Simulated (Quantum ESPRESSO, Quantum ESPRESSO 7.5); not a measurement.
# Hf(0001): thickness series by an ASE script

How thick must a slab of Hf(0001) be?

Program: Quantum ESPRESSO 7.5. Level of theory: plane-wave DFT, PBE, GBRV ultrasoft pseudopotentials. Results are calculated unless marked as measured.

The experiments to compare with:

“Anisotropic work function of elemental crystals” (2019, arxiv:1902.07811) quotes from earlier work for Hf (polycrystalline sample, no single face): work function, loosely compared (polycrystalline sample, no single face) 3.9 eV.

Most raw output is cut from this account.

### Step 1. The structure

The cell holds 8 atoms: 8 Hf. Cell: a = 3.200 Å, b = 3.200 Å, c = 32.718 Å, α = 90.0°, β = 90.0°, γ = 60.0°. It derives from Hf. Vacuum lies along c.

Coordinates:

```
Hf
1.0
     3.20000    0.00000    0.00000
     1.60000    2.77128    0.00000
     0.00000    0.00000   32.71840
Hf
8
Direct
  0.66667 0.66667 0.22923
  0.00000 0.00000 0.30659
  0.66667 0.66667 0.38396
  0.00000 0.00000 0.46132
  0.66667 0.66667 0.53868
  0.00000 0.00000 0.61604
  0.66667 0.66667 0.69341
  0.00000 0.00000 0.77077
```

### Step 2. The script

ASE writes the inputs, starts pw.x and reads the results. Under ESM bc1 the zero of energy of a symmetric slab is the vacuum, so the work function is minus the Fermi level.

Input file run.py:

```python
import json
import numpy as np
from ase.build import hcp0001
from ase.calculators.espresso import Espresso, EspressoProfile

profile = EspressoProfile(command='mpirun -n 4 pw.x -nk 4', pseudo_dir='../pseudo')
pseudopotentials = {'Hf': 'hf_pbe_v1.uspp.F.UPF'}
system = {'ecutwfc': 40, 'ecutrho': 200, 'occupations': 'smearing', 'smearing': 'mv', 'degauss': 0.02}


def calculator(name, kpts, **extra):
    data = dict(control=dict(tprnfor=True, verbosity='high', disk_io='none'),
                system=system | extra,
                electrons=dict(conv_thr=1e-07, mixing_beta=0.4, mixing_mode='local-TF',
                               electron_maxstep=100))
    return Espresso(profile=profile, directory=name, pseudopotentials=pseudopotentials, kpts=kpts, input_data=data)


def centre(atoms):
    z = atoms.positions[:, 2]
    atoms.positions[:, 2] -= (z.max() + z.min()) / 2  # ESM wants the slab about z = 0
    return atoms


rows = []
for n in [2, 4, 6, 8]:
    slab = centre(hcp0001('Hf', size=(1, 1, n), a=3.2, c=5.0624, vacuum=7.5, periodic=True))
    slab.set_initial_magnetic_moments([0.0] * n)
    slab.calc = calculator(f'n{n}', (12, 12, 1), assume_isolated='esm', esm_bc='bc1')
    energy = slab.get_potential_energy()
    work = -slab.calc.get_fermi_level()
    force = slab.get_forces()[-1, 2]
    rows.append([n, energy, work, force])
    print(f'{n} layers: E = {energy:.5f} eV, work function {work:.3f} eV, force on the top atom {force:+.3f} eV/A')

n, energy = np.array(rows)[:, :2].T
slope, offset = np.polyfit(n[1:], energy[1:], 1)
area = np.linalg.norm(np.cross(*slab.cell[:2]))
gamma = offset / (2 * area) * 16.0218
print(f'bulk energy from the slope {slope:.5f} eV an atom; unrelaxed surface energy {gamma:.3f} J/m^2')
json.dump(dict(rows=rows, slope=slope, gamma=gamma), open('result.json', 'w'))
```

Run with:

```console
OMP_NUM_THREADS=1 python run.py
```

Wall time 20 min (4 MPI ranks of Arm Neoverse N1, shared host); peak memory 1.3 GiB; 80 min of CPU time.

This step gave:

| Property | Result |
| --- | --- |
| surface energy | 1.811 J/m² |
| work function of the thickest slab | 4.441 eV |

Work function against layers:

| layers | work function (eV) |
| --- | --- |
| 2.00 | 4.49 |
| 4.00 | 4.44 |
| 6.00 | 4.44 |
| 8.00 | 4.44 |

Table of force on the top atom along the normal by layers:

| layers | force on the top atom along the normal (eV/Å) |
| --- | --- |
| 2.00 | -1.21 |
| 4.00 | -0.585 |
| 6.00 | -0.542 |
| 8.00 | -0.532 |

Energy less the bulk line's slope against layers:

| layers | energy less the bulk line's slope (meV) |
| --- | --- |
| 2.00 | 1969 |
| 4.00 | 2006 |
| 6.00 | 2003 |
| 8.00 | 2006 |

### Step 3. Running the series: PBE, SG15 norm-conserving

Level of this step: plane-wave DFT, PBE, SG15 norm-conserving pseudopotentials (Quantum ESPRESSO 7.5).

run.py, as its differences from the input of step 2:

```diff
@@ -6,4 +6,4 @@
 profile = EspressoProfile(command='mpirun -n 4 pw.x -nk 4', pseudo_dir='../pseudo')
-pseudopotentials = {'Hf': 'hf_pbe_v1.uspp.F.UPF'}
-system = {'ecutwfc': 40, 'ecutrho': 200, 'occupations': 'smearing', 'smearing': 'mv', 'degauss': 0.02}
+pseudopotentials = {'Hf': 'Hf_ONCV_PBE-1.2.upf'}
+system = {'ecutwfc': 60, 'ecutrho': 240, 'occupations': 'smearing', 'smearing': 'mv', 'degauss': 0.02}
```

Run with:

```console
OMP_NUM_THREADS=1 python run.py
```

The job ended after 68 min (4 MPI ranks; peak memory 2.1 GiB; 4.5 h of CPU time).

This step gave:

* surface energy: 1.851 J/m²
* work function of the thickest slab: 4.359 eV

Work function against layers:

| layers | work function (eV) |
| --- | --- |
| 2.00 | 4.43 |
| 4.00 | 4.37 |
| 6.00 | 4.36 |
| 8.00 | 4.36 |

Table of force on the top atom along the normal by layers:

| layers | force on the top atom along the normal (eV/Å) |
| --- | --- |
| 2.00 | -1.17 |
| 4.00 | -0.556 |
| 6.00 | -0.548 |
| 8.00 | -0.556 |

The energy less the bulk line's slope by layers:

| layers | energy less the bulk line's slope (meV) |
| --- | --- |
| 2.00 | 2007 |
| 4.00 | 2050 |
| 6.00 | 2048 |
| 8.00 | 2050 |

### Step 4. By hand

γ = (E_N − N e_bulk)/(2A). The excess of the thickest slab is 2.006 eV and A = 8.868 Å²: 2.006/(2 × 8.868) × 16.02 = 1.81 J/m² (1 eV/Å² = 16.02 J/m²); the fit's intercept gives 1.81.

### Step 5. Summary of results

```yaml
work_function_of_the_thickest_slab_pbe_gbrv_ultrasoft: 4.44 eV
unrelaxed_surface_energy_pbe_gbrv_ultrasoft: 1.81 J/m²
work_function_of_the_thickest_slab_pbe_sg15_norm_conserving: 4.36 eV
unrelaxed_surface_energy_pbe_sg15_norm_conserving: 1.85 J/m²
```

In words: The thickest slab gives a work function of 4.44 eV and the series an unrelaxed surface energy of 1.81 J/m² (PBE, GBRV ultrasoft). The work function swings by 0.05 eV over 2 to 8 layers and by 0.00 eV over the last step; confined states crossing the Fermi level and the finite mesh both contribute. From 2 layers on it stays within 0.1 eV. The force on the top atom of the thickest slab points inwards (0.53 eV/Å). The slabs are cut from the bulk at the tabulated lattice constant and not relaxed; the surface energy comes from a straight line through the energies of all but the thinnest slab.

Calculation against experiment:

| quantity | measured | PBE, GBRV | PBE, SG15 |
| --- | --- | --- | --- |
| work function, loosely compared (polycrystalline sample, no single face) (eV) | 3.9 | 4.44 (+0.54 eV) | 4.36 (+0.46 eV) |

Measured values from arxiv:1902.07811 (2019).

Verdict: A polycrystal averages over faces, so this is a loose comparison.

[Logs are printed without paths, hosts, clocks, repeated set-up lines and the standing remarks that a program may print on its own settings, such as how far it seeks lower states.]

[Hosts, paths, dates, database ids (printed as entryN), source tags and the programs' standing remarks are cut or masked in the printed files.]

[Maps of the electrostatic potential energy from Ansatz leave out the sawtooth potential of an applied field or a dipole correction, so their vacuum need not be flat; planar profiles and work functions include it.]
